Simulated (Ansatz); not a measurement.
# NaF (Villiaumite, Fm-3m): a volume series of phonon spectra

Aim: how the vibrations of NaF (Villiaumite) shift with volume, and the expansion that follows.

Experimental results on record:
- volume expansion coefficient 95.1 1e-6/K and heat capacity C_P per formula unit 46.9 J/mol/K near room temperature (given in “High-Throughput Prediction of Finite-Temperature Properties using the Quasi-Harmonic Approximation”, 2016, arXiv:1603.06924)
- volume expansion coefficient 102.6 1e-6/K near room temperature (given in “Descriptors for thermal expansion in solids”, 2017, arXiv:1701.03966)

Calculated with Ansatz 0.2.0; DFT PBEsol, scalar-relativistic, plane waves, PAW.

## Step 1: The starting structure

The structure is cubic, space group Fm-3m (No. 225). The conventional cell has a = 4.640 Å, b = 4.640 Å, c = 4.640 Å, α = 90.00°, β = 90.00°, γ = 90.00°. Nearest to Na lie 6 F at 2.32 Å. F has 6 Na at 2.32 Å nearest. Farther neighbours and most contacts between anions are not listed.

Coordinates:

```cif
data_structure
_symmetry_space_group_name_H-M 'P 1'
_symmetry_Int_Tables_number 1
_cell_length_a 3.2810
_cell_length_b 3.2810
_cell_length_c 3.2810
_cell_angle_alpha 60.000
_cell_angle_beta 60.000
_cell_angle_gamma 60.000
_cell_volume 24.97
loop_
_atom_site_label
_atom_site_type_symbol
_atom_site_fract_x
_atom_site_fract_y
_atom_site_fract_z
_atom_site_occupancy
Na1 Na 0.00000 0.00000 0.00000 1
F2 F 0.50000 0.50000 0.50000 1
```

## Step 2: A first coarse run

A cheap single point shows whether the cell is a metal or an insulator and how far it is from rest; that sets the k-mesh and the occupations of what follows.

The input, input.yaml:

```yaml
crystal:
  lattice:
    - [0.0, 2.32, 2.32]
    - [2.32, 0.0, 2.32]
    - [2.32, 2.32, 0.0]
  atoms:
    - { symbol: Na, position: [0.0, 0.0, 0.0] }
    - { symbol: F, position: [0.5, 0.5, 0.5] }
kpoints:
  mp_grid: { grid: [6, 6, 6] }
hamiltonian:
  xc: pbesol
scf:
  occupations: { method: gaussian, width: 0.1 }
output:
  forces: true
  stress: true
  eigenvalues: true
```

Launch:

```bash
$ ansatz run input.yaml --threads 4 --pin off --max-ram 8192MiB --backend cpu --events-out ev --progress --plain --runs-dir out
```

Numbers of over 12 decimals in the logs are rounded to 6 here.

The log of the run:

```text
Engine: ansatz 0.2.0, aarch64-unknown-linux-gnu
Pseudopotentials: kind: paw
Pseudopotential: Na, paw, valence charge 9, recommended cutoff 420 eV (normal), Na.paw.azcp
Pseudopotential: F, paw, valence charge 7, recommended cutoff 420 eV (normal), F.paw.azcp
Functional definition: PBEsol
  exchange = pbesol_x
  correlation = pbesol_c
Crystal: 2 atoms, lattice volume = 24.974 Å³
Basis set: ecut = 420 eV, 531 PW (Γ), exchange–correlation on 48×48×48 points (8 copies of the dense FFT grid, shifted against one another)
Bands: 12, of which v1, the nominal top of the filled ones, is band 8 counted from 1 (7 counted from 0)
Symmetry: 48 space group operations
Space group: Fm-3m (ITA 225), of the structure as read, at distance tolerance 2.9e-5 Å
k-points: 16 of 216
Non-local potential: Na, projectors of the file, l = 0: 3, l = 1: 2, l = 2: 1
Non-local potential: F, projectors of the file, l = 0: 2, l = 1: 2, l = 2: 1
PAW form: soft (Blöchl's): semilocal exchange-correlation on the pseudo side does not see the compensation charge
PAW frozen core: Na, regenerated for the run's functional, and the local potential with it (the file was generated under x = pbe(κ = 0.804, μ = 0.219515), c = pbe(β = 0.066725))
PAW frozen core: F, regenerated for the run's functional, and the local potential with it (the file was generated under x = pbe(κ = 0.804, μ = 0.219515), c = pbe(β = 0.066725))
PAW one-centre angular grid: Na, 110 points (default); XC on 64 Gauss nodes
PAW one-centre angular grid: F, 110 points (default); XC on 64 Gauss nodes
Initial density: superposition of atomic densities (neutral atoms: chi_scale 0, normalization atom), corrected by the library's trained network
Initial wavefunctions: pseudopotential atomic-orbital guess
Functional: x = pbesol(κ = 0.804, μ = 0.123457), c = pbesol(β = 0.046)
SCF iter   1: F=—  HF=-2278.929441 eV  |F-HF|=—  |Δ(HF+E_count)|=         —  Δρ=1.16e-2  dr2=2.03e-2  ethr=1.77e-3  ⟨swp⟩=5.0  Hψ=1041  notcnv=0
preconditioner: auto → none  [insulator: Δε(μ)=6.003 eV  Ē_g=26.064 eV  σ=0.100 eV  W_gap=1.00  n_scr=8 (ndim 8)  ℏωp=27.8 eV  f_vac=0.108  D(μ)=0.00/eV (n_scr^D=0)  ε∞_Penn≈2.1]
SCF iter   2: F=—  HF=-2278.923249 eV  |F-HF|=—  |Δ(HF+E_count)|=   6.19e-3  Δρ=5.09e-3  dr2=3.60e-3  ethr=1.27e-4  ⟨swp⟩=2.0  Hψ=430  notcnv=0
SCF iter   3: F=—  HF=-2278.922148 eV  |F-HF|=—  |Δ(HF+E_count)|=   1.10e-3  Δρ=4.67e-4  dr2=3.42e-5  ethr=2.25e-5  ⟨swp⟩=2.0  Hψ=240  notcnv=0
SCF iter   4: F=—  HF=-2278.922166 eV  |F-HF|=—  |Δ(HF+E_count)|=   1.86e-5  Δρ=1.05e-4  dr2=6.29e-7  ethr=2.14e-7  ⟨swp⟩=2.0  Hψ=320  notcnv=0
SCF iter   5: F=—  HF=-2278.922170 eV  |F-HF|=—  |Δ(HF+E_count)|=   3.02e-6  Δρ=4.77e-5  dr2=3.81e-7  ethr=3.93e-9  ⟨swp⟩=2.0  Hψ=303  notcnv=0
SCF iter   6: F=-2278.922169 eV  HF=-2278.922169 eV  |F-HF|=3.85e-9  |Δ(HF+E_count)|=   8.55e-8  Δρ=6.31e-6  dr2=6.44e-9  ethr=6.25e-10  ⟨swp⟩=3.0  Hψ=664  notcnv=0
SCF 1 converged in 6 iterations: F = -2278.922169 eV  dr2 = 6.44e-9
  greatest PAW one-centre occupation: 0.999 electrons in one spin orbital (limit 2), on the Na atom at site 0 (counted from 0), in its partial waves of l = 0
SCF converged after 6 iterations
Free energy (F): -2278.922169 eV
Harris-Foulkes:  -2278.922169 eV  (|F-HF|=3.85e-9)
Internal energy: -2278.922169 eV  (E = F + TS)
E sigma→0 (E₀):  -2278.922169 eV
Fermi energy:    3.980171 eV
--- Per-component energies (eV) ---
  E_band       = -233.585058
  E_kinetic    = 328.395921
  E_local      = -1693.662175  (includes V_loc(G=0)·N_el)
  E_nonlocal   = 189.809952
  E_hartree    = 599.426501
  E_xc         = -118.070136
  E_vxc        = -152.421677  (∫ρ·V_xc dr)
  E_paw        = -447.010448  (= ΣΔE_a)
  E_vpaw       = -104.564953  (= ΣTr[D̂ρ^β])
  E_aug_tail   = 0.001981  (compensation charges beyond the density's cutoff)
  E_ewald      = -1137.910901
  E_core_change = 0.097136  (= ΣΔE_core)
  E_smearing   = -0.000000  (= −TS)
  E_closure    = -0.000000  (closes the sum)
  Σ components = -2278.922169   (vs F -2278.922169, Δ=0.00e0)
--- Forces (eV/Å), atoms counted from 1 ---
  atom   1  Na    -0.00000000    -0.00000000     0.00000000
  atom   2  F      0.00000000    -0.00000000     0.00000000
  max |Σ_I F_I| component: 1.42e-29 eV/Å
--- Stress (GPa, compression-positive) ---
       -0.338209      -0.000000       0.000000
        0.000000      -0.338209       0.000000
       -0.000000      -0.000000      -0.338209
  P = ⅓ Tr σ = -0.3382 GPa (-3.382 kbar)
--- Band table (eV; the first three rows and the last of 16) ---
  k-point 0: bands = [... 4 lower, -17.8846, 0.8984, 0.8984, 0.8984, 7.0601, 19.7041, 19.7041, 19.7041]
  k-point 1: bands = [... 4 lower, -17.5750, 0.4075, 0.8338, 0.8338, 7.9882, 17.1931, 20.1061, 20.1061]
  k-point 2: bands = [... 4 lower, -17.2533, -0.3726, 0.7066, 0.7066, 9.9622, 14.6948, 20.7377, 20.7377]
  k-point 15: bands = [... 4 lower, -17.4995, -0.1956, 0.2434, 0.3652, 13.8819, 13.9465, 15.3895, 18.4807]
```

It took 0.29 s on 4 threads of Arm Neoverse V2, shared host; peak memory 0.24 GiB.

A gap read on the k-mesh alone can miss the band edges.

Numbers from this step:

```yaml
pressure: -0.3382 GPa
gap_on_the_k_mesh: 6.162 eV
volume_per_atom: 12.49 Å³
```

The start is under -0.34 GPa at this level and looks like an insulator or semiconductor on this mesh.

## Step 3: Relaxation

Phonons are second derivatives about a minimum, so cell and atoms are relaxed first, inside the symmetry of the start.

input.yaml, the sections that differ from step 2:

```yaml
kpoints:
  mp_grid: { grid: [8, 8, 8] }
scf:
  occupations: { method: gaussian, width: 0.02 }
output:
  forces: true
  stress: true
  eigenvalues: true
  write_density: true
  write_potential: true
  elf: true
  volumetric_format: npy
relax:
  adjacent_minimum: "off"
  f_tol: 0.005
  max_steps: 80
  cell: { stress_tol: 0.05 }
# crystal, hamiltonian: as in step 2
```

The log of the run:

```text
[...]
Crystal: 2 atoms, lattice volume = 24.974 Å³
Basis set: ecut = 420 eV, 531 PW (Γ), exchange–correlation on 48×48×48 points (8 copies of the dense FFT grid, shifted against one another)
Bands: 12, of which v1, the nominal top of the filled ones, is band 8 counted from 1 (7 counted from 0)
Symmetry: 48 space group operations
[...]
k-points: 29 of 512
[...]
SCF iter   1: F=—  HF=-2278.929262 eV  |F-HF|=—  |Δ(HF+E_count)|=         —  Δρ=1.15e-2  dr2=2.02e-2  ethr=1.77e-3  ⟨swp⟩=5.9  Hψ=1940  notcnv=0
[...]
SCF iter   6: F=-2278.921976 eV  HF=-2278.921976 eV  |F-HF|=5.31e-9  |Δ(HF+E_count)|=   8.30e-8  Δρ=6.99e-6  dr2=8.23e-9  ethr=6.25e-10  ⟨swp⟩=5.0  Hψ=1865  notcnv=0
SCF 1 converged in 6 iterations: F = -2278.921976 eV  dr2 = 8.23e-9
[...]
relax step   1: F+E_penalty+E_count = -2278.92197618 eV  Δ(F+E_penalty+E_count) = +0.000e0 eV  max|allowed force component| = 1.826e-29 eV/Å  Δτ_max = 0.0000 Å  P = -0.340 GPa  Ω = 24.974 Å³  (6 SCF iters, dr2 threshold 1.00e-7 eV, accepted)
Crystal: 2 atoms, lattice volume = 24.913 Å³
[...]
iter 1 solved again at ethr=7.63e-8 eV; its pass at ethr=3.10e-3 eV (dr2=1.22e-5 eV) is discarded
[...]
SCF iter   4: F=-2278.922280 eV  HF=-2278.922280 eV  |F-HF|=4.67e-9  |Δ(HF+E_count)|=   7.87e-8  Δρ=1.61e-5  dr2=3.38e-8  ethr=1.25e-9  ⟨swp⟩=7.9  Hψ=2219  notcnv=0
SCF 2 converged in 4 iterations: F = -2278.922280 eV  dr2 = 3.38e-8
relax step   2: F+E_penalty+E_count = -2278.92227978 eV  Δ(F+E_penalty+E_count) = -3.036e-4 eV  max|allowed force component| = 5.908e-30 eV/Å  Δτ_max = 0.0000 Å  P = -0.208 GPa  Ω = 24.913 Å³  energy of the carried Pulay correction = +1.983e-4 eV  (4 SCF iters, dr2 threshold 2.00e-7 eV, accepted)
Crystal: 2 atoms, lattice volume = 24.816 Å³
[...]
SCF iter   4: F=-2278.922653 eV  HF=-2278.922653 eV  |F-HF|=1.27e-8  |Δ(HF+E_count)|=   1.58e-7  Δρ=2.77e-5  dr2=1.06e-7  ethr=6.77e-10  ⟨swp⟩=5.9  Hψ=1819  notcnv=0
SCF 3 converged in 4 iterations: F = -2278.922653 eV  dr2 = 1.06e-7
relax step   3: F+E_penalty+E_count = -2278.92265322 eV  Δ(F+E_penalty+E_count) = -3.734e-4 eV  max|allowed force component| = 7.116e-30 eV/Å  Δτ_max = 0.0000 Å  P = +0.002 GPa  Ω = 24.816 Å³  energy of the carried Pulay correction = +5.099e-4 eV  (4 SCF iters, dr2 threshold 1.08e-7 eV, accepted)
[...]
SCF iter   1: F=—  HF=-2278.922367 eV  |F-HF|=—  |Δ(HF+E_count)|=         —  Δρ=2.75e-5  dr2=8.75e-8  ethr=4.07e-7  ⟨swp⟩=2.7  Hψ=2815  notcnv=0
eigensolver tolerance schedule: the retry pair's looser diagonalisation over-reported the residual by 743.22 of it (diagonalisation noise at 0.11 of the residual, at the tolerance the schedule requests for it); recorded, not acted on — ethr = c·dr2/N_el stays at c = 1.0e-1
[...]
SCF iter   2: F=—  HF=-2278.922375 eV  |F-HF|=—  |Δ(HF+E_count)|=   8.37e-6  Δρ=1.48e-5  dr2=2.52e-8  ethr=5.47e-10  ⟨swp⟩=2.0  Hψ=580  notcnv=0
[...]
SCF iter   6: F=-2278.922375 eV  HF=-2278.922375 eV  |F-HF|=1.46e-11  |Δ(HF+E_count)|=  2.23e-11  Δρ=3.79e-7  dr2=1.84e-11  ethr=1.00e-12  ⟨swp⟩=3.7  Hψ=1475  notcnv=0
SCF 4 converged in 6 iterations: F = -2278.922375 eV  dr2 = 1.84e-11
relax step   4: F+E_penalty+E_count = -2278.92237499 eV  Δ(F+E_penalty+E_count) = +2.782e-4 eV  max|allowed force component| = 1.267e-29 eV/Å  Δτ_max = 0.0000 Å  P = -0.036 GPa  Ω = 24.816 Å³  stress off target by 3.60e-2 GPa  SCF on the basis re-selected at this cell (its energy is not comparable with the rows above)  (6 SCF iters)
basis re-selected at this cell: Δ(F+E_penalty+E_count) = +2.782e-4 eV, ΔP = -0.038 GPa vs the last step (what re-selecting the basis moved, of the pressure what is left beyond the Pulay correction that the steps carried, after the strain that the cell walked since its last selection, with what the two solves' SCF thresholds leave and, on support functions, any second-order correction that the steps lacked; it is no m [...]
SCF converged after 6 iterations
Free energy (F): -2278.922375 eV
[...]
Internal energy: -2278.922375 eV  (E = F + TS)
E sigma→0 (E₀):  -2278.922375 eV
Fermi energy:    4.042256 eV
[...]
--- Stress (GPa, compression-positive) ---
       -0.036043      -0.000000      -0.000000
       -0.000000      -0.036043      -0.000000
       -0.000000      -0.000000      -0.036043
  P = ⅓ Tr σ = -0.0360 GPa (-0.360 kbar)
--- Band table (eV; the first three rows and the last of 29) ---
  k-point 0: bands = [... 4 lower, -17.8193, 0.9449, 0.9449, 0.9449, 7.1396, 19.7947, 19.7947, 19.7947]
  k-point 1: bands = [... 4 lower, -17.6106, 0.6434, 0.9065, 0.9065, 7.6894, 18.0231, 20.0355, 20.0355]
  k-point 2: bands = [... 4 lower, -17.3360, 0.0320, 0.8148, 0.8148, 9.0091, 15.9338, 20.5707, 20.5707]
  k-point 28: bands = [... 4 lower, -17.3737, 0.0550, 0.0550, 0.3650, 14.0004, 14.0004, 16.1243, 17.7526]
--- Relaxed structure (3 steps of the walk, 3 accepted, 1 SCFs on fresh bases) ---
  F+E_penalty+E_count = -2278.92237499 eV   max|allowed force component| = 1.267e-29 eV/Å   (the final SCF, on the basis selected at the relaxed cell)
  cell:  # Å, volume = 24.8165 Å³
    - [0, 2.315101, 2.315101]
    - [2.315101, 0, 2.315101]
    - [2.315101, 2.315101, 0]
  atoms:
    - { symbol: Na, position: [0, 0, 0] }
    - { symbol: F, position: [0.5, 0.5, 0.5] }
```

It took 1.3 s on 4 threads; peak memory 0.27 GiB.

Step by step:

| step | energy less that of the first step (eV) | largest force component (eV/Å) | pressure (GPa) | volume (Å³) |
| --- | --- | --- | --- | --- |
| 1 | 0.0000 | 0.0000 | -0.34 | 24.97 |
| 2 | -0.0003 | 0.0000 | -0.21 | 24.91 |
| 3 | -0.0007 | 0.0000 | 0.00 | 24.82 |
| 4* | -0.0004 | 0.0000 | -0.04 | 24.82 |

Relaxation steps marked * repeat the geometry before them on a plane-wave basis chosen anew for their cell, so energy and pressure can jump there.

Forces are held to the 48 operations that the run works with; a distortion that breaks them can't arise in this run.

| conventional cell, symmetrised | before | after | change |
| --- | --- | --- | --- |
| a (Å) | 4.640 | 4.630 | -0.2 % |
| b (Å) | 4.640 | 4.630 | -0.2 % |
| c (Å) | 4.640 | 4.630 | -0.2 % |
| volume (Å³/atom) | 12.49 | 12.41 | -0.6 % |

The relaxed structure:

```xyz
2
Lattice="0.0000 2.3151 2.3151 2.3151 0.0000 2.3151 2.3151 2.3151 0.0000" Properties=species:S:1:pos:R:3 pbc="T T T"
Na    0.0000    0.0000    0.0000
F     2.3151    2.3151    2.3151
```

Numbers from this step:

* pressure: -0.03604 GPa
* gap on the k-mesh: 6.195 eV
* volume per atom: 12.41 Å³

ELF in the ac plane of the conventional cell at fractional y = 0.000, with atoms of Na and F within 0.2 Å of it. It is the smooth field of the valence electrons, not physical close to the nuclei.

Values, 14 rows by 14 columns, each cell a mean:
```
0.42 0.58 0.31 0.07 0.53 0.79 0.72 0.66 0.79 0.72 0.24 0.10 0.52 0.49
0.55 0.45 0.11 0.05 0.41 0.71 0.79 0.80 0.77 0.60 0.17 0.04 0.30 0.52
0.11 0.06 0.02 0.03 0.18 0.41 0.53 0.55 0.47 0.29 0.06 0.01 0.04 0.10
0.26 0.22 0.13 0.04 0.03 0.05 0.07 0.07 0.06 0.03 0.02 0.06 0.17 0.24
0.74 0.67 0.47 0.13 0.02 0.11 0.31 0.35 0.23 0.05 0.03 0.29 0.60 0.72
0.76 0.79 0.67 0.22 0.06 0.45 0.58 0.54 0.56 0.23 0.06 0.47 0.77 0.79
0.55 0.76 0.74 0.26 0.11 0.55 0.42 0.28 0.54 0.35 0.07 0.55 0.80 0.66
0.66 0.79 0.72 0.24 0.10 0.52 0.49 0.42 0.58 0.31 0.07 0.53 0.79 0.72
0.80 0.77 0.60 0.17 0.04 0.30 0.52 0.55 0.45 0.11 0.05 0.41 0.71 0.79
0.55 0.47 0.29 0.06 0.01 0.04 0.10 0.11 0.06 0.02 0.03 0.18 0.41 0.53
0.07 0.06 0.03 0.02 0.06 0.17 0.24 0.26 0.22 0.13 0.04 0.03 0.05 0.07
0.35 0.23 0.05 0.03 0.29 0.60 0.72 0.74 0.67 0.47 0.13 0.02 0.11 0.31
0.54 0.56 0.23 0.06 0.47 0.77 0.79 0.76 0.79 0.67 0.22 0.06 0.45 0.58
0.28 0.54 0.35 0.07 0.55 0.80 0.66 0.55 0.76 0.74 0.26 0.11 0.55 0.42
```
Columns run along a (4.6 Å), rows up along c (4.6 Å), edges of the conventional cell, whose origin can differ from the input's. Atoms in or near the plane, at fractional coordinates: Na at (0.00, 0.00), Na at (0.50, 0.50), F at (0.50, 0.00), F at (0.00, 0.50).

Valence density in the ac plane of the conventional cell at fractional y = 0.000, with atoms of Na and F within 0.2 Å of it. It is the smooth field of the valence electrons, not physical close to the nuclei.

Ten even steps from '0' (0 e/Å³) to '9' (18 e/Å³), each cell a mean:
```
73000135200015
10000011000001
00000000000000
00000000000000
00000000000000
21000034100002
62000179400015
52000157300013
10000011000001
00000000000000
00000000000000
00000000000000
41000022100003
94000156200017
```
Columns run along a (4.6 Å), rows up along c (4.6 Å), edges of the conventional cell, whose origin can differ from the input's. Atoms in or near the plane, at fractional coordinates: Na at (0.00, 0.00), Na at (0.50, 0.50), F at (0.50, 0.00), F at (0.00, 0.50).

Electrostatic potential energy in the ac plane of the conventional cell at fractional y = 0.000, with atoms of Na and F within 0.2 Å of it. With pseudopotentials it is smooth inside the atoms' cores, unlike the true potential.

Ten even steps from '0' (-61 eV) to '9' (8 eV), each cell a mean:
```
03899733499961
57999976899986
99999999999999
99999999999999
89999988899999
46999732589984
34899500289963
34999610389973
68999865799997
99999999999999
99999999999999
88999998999998
25899844699973
02899633489950
```
Columns run along a (4.6 Å; values clipped at the 3rd and 97th percentile), rows up along c (4.6 Å), edges of the conventional cell, whose origin can differ from the input's. Atoms in or near the plane, at fractional coordinates: Na at (0.00, 0.00), Na at (0.50, 0.50), F at (0.50, 0.00), F at (0.00, 0.50).

## Step 4: Relaxing to small residual forces and stress

The relaxation is repeated with tighter thresholds on force and stress, since phonons are sensitive to what is left; a change of mesh or smearing in the input moves the cell too.

The input, input.yaml:

```yaml
crystal:
  lattice:
    - [0.0, 2.3151008976, 2.3151008976]
    - [2.3151008976, 0.0, 2.3151008976]
    - [2.3151008976, 2.3151008976, 0.0]
  atoms:
    - { symbol: Na, position: [0.0, 0.0, 0.0] }
    - { symbol: F, position: [0.5, 0.5, 0.5] }
kpoints:
  mp_grid: { grid: [8, 8, 8] }
hamiltonian:
  xc: pbesol
scf:
  occupations: { method: fixed }
output:
  forces: true
  stress: true
  eigenvalues: true
relax:
  adjacent_minimum: "off"
  f_tol: 0.001
  max_steps: 60
  cell: { stress_tol: 0.01 }
```

The log of the run:

```text
[...]
Crystal: 2 atoms, lattice volume = 24.816 Å³
Basis set: ecut = 420 eV, 531 PW (Γ), exchange–correlation on 48×48×48 points (8 copies of the dense FFT grid, shifted against one another)
Bands: 12, of which v1, the nominal top of the filled ones, is band 8 counted from 1 (7 counted from 0)
Symmetry: 48 space group operations
[...]
k-points: 29 of 512
[...]
k-point 28: bands = [... 4 lower, -17.3675, 0.0591, 0.0591, 0.3693, 14.0096, 14.0096, 16.1365, 17.7651]
--- Relaxed structure (3 steps of the walk, 3 accepted, 1 SCFs on fresh bases) ---
[...]
cell:  # Å, volume = 24.8001 Å³
    - [0, 2.314591, 2.314591]
    - [2.314591, 0, 2.314591]
    - [2.314591, 2.314591, 0]
  atoms:
    - { symbol: Na, position: [0, 0, 0] }
    - { symbol: F, position: [0.5, 0.5, 0.5] }
[key lines of the parts left out:]
SCF converged after 8 iterations
Free energy (F): -2278.922428 eV
Fermi energy:    0.949743 eV
P = ⅓ Tr σ = -0.0036 GPa (-0.036 kbar)
```

Elapsed: 1.2 s, on 4 threads; peak memory 0.27 GiB.

Little changed from the start: no atom moved by 0.005 Å and no cell edge by 0.1 %.

This step gave:

| Property | Result |
| --- | --- |
| pressure | -0.003591 GPa |
| gap on the k-mesh | 6.198 eV |
| volume per atom | 12.40 Å³ |

The residual pressure is -0.0036 GPa, small enough for phonons.

(Continued in part 2 of 4.)

[Logs are printed without paths, hosts, clocks, repeated set-up lines and the standing remarks that a program may print on its own settings, such as how far it seeks lower states.]

[Hosts, paths, dates, database ids (printed as entryN), source tags and the programs' standing remarks are cut or masked in the printed files.]

[A step with changed settings may run another functional than the one named; its input shows which.]

[Of the runs on displaced cells, only some may be shown.]
